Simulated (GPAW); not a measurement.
The Mg K edge of atom 2 in KMgF3 (Pm-3m), with 6 F at 1.99 Å (octahedral, site symmetry m-3m), was computed in 2 ways: full core hole (charged cell) and no core hole. Program and functional: GPAW, PBE, Gaussian full width 0.9 eV up to 4 eV, rising linearly to 3.5 eV at 25 eV; cells of 5 and 20 atoms (the run without a hole in the smaller).

Each run is counted from its own lowest empty level or Fermi level and scaled to a mean of 1 over its first 20 eV.

```
E (eV)  run 1  run 2
  -2.0   0.00   0.00
  -1.5   0.00   0.00
  -1.0   0.00   0.00
  -0.5   0.00   0.00
   0.0   0.00   0.00
   0.5   0.01   0.01
   1.0   0.01   0.02
   1.5   0.01   0.04
   2.0   0.09   0.08
   2.5   0.54   0.15
   3.0   1.38   0.36
   3.5   2.46   0.57
   4.0   2.63   0.55
   4.5   1.72   0.43
   5.0   0.96   0.40
   5.5   0.77   0.31
   6.0   1.07   0.19
   6.5   1.75   0.24
   7.0   2.56   0.39
   7.5   2.84   0.59
   8.0   2.70   0.87
   8.5   2.53   1.24
   9.0   2.09   1.72
   9.5   1.57   2.24
  10.0   1.23   2.62
  10.5   0.93   2.77
  11.0   0.63   2.69
  11.5   0.44   2.39
  12.0   0.36   1.97
  12.5   0.33   1.55
  13.0   0.33   1.20
  13.5   0.33   0.91
  14.0   0.35   0.72
  14.5   0.42   0.68
  15.0   0.55   0.80
  15.5   0.72   1.01
  16.0   0.85   1.24
  16.5   0.90   1.42
  17.0   0.85   1.51
  17.5   0.74   1.47
  18.0   0.62   1.34
  18.5   0.53   1.14
  19.0   0.46   0.93
  19.5   0.40   0.77
  20.0   0.37   0.67
  20.5   0.37   0.65
  21.0   0.40   0.68
  21.5   0.44   0.74
  22.0   0.50   0.81
  22.5   0.55   0.88
  23.0   0.59   0.95
  23.5   0.61   1.00
  24.0   0.62   1.04
  24.5   0.61   1.06
  25.0   0.59   1.07
  25.5   0.56   1.05
  26.0   0.53   1.01
  26.5   0.49   0.93
  27.0   0.44   0.84
  27.5   0.39   0.75
  28.0   0.36   0.66
  28.5   0.33   0.59
  29.0   0.32   0.56
  29.5   0.32   0.56
  30.0   0.32   0.58
  30.5   0.33   0.62
```

**Question.** Which run is which?

Run 1: full core hole (charged cell) (area from −2 to 6 eV 5.5, main maxima 3.8 eV (2.74), 7.5 eV (2.84), 16.5 eV (0.90) and 23.8 eV (0.62)). Run 2: no core hole (area from −2 to 6 eV 1.5, main maxima 3.7 eV (0.59), 10.6 eV (2.77) and 17.1 eV (1.51)). With each curve scaled to its own mean, the area from −2 to 6 eV with the hole is 5.5 against 1.5, and the centre of weight from −1 to 20 eV moves by -3.3 eV: the hole pulls the absorber's empty states down.

[Banner, clock and machine lines of the logs are left out without a mark of their own.]

[Logs are printed without paths, hosts, clocks, repeated set-up lines and the standing remarks that a program may print on its own settings, such as how far it seeks lower states.]

[Hosts, paths, dates, database ids (printed as entryN), source tags and the programs' standing remarks are cut or masked in the printed files.]

[Lists of maxima count a maximum above −3 eV only where it reaches 4 % of the highest in the window and stands out from its surroundings by 2 % of it (1.5 % where it reaches 55 %); shoulders and weaker maxima are passed over, and of the rest the first, up to two pre-edge ones and the few strongest are named.]
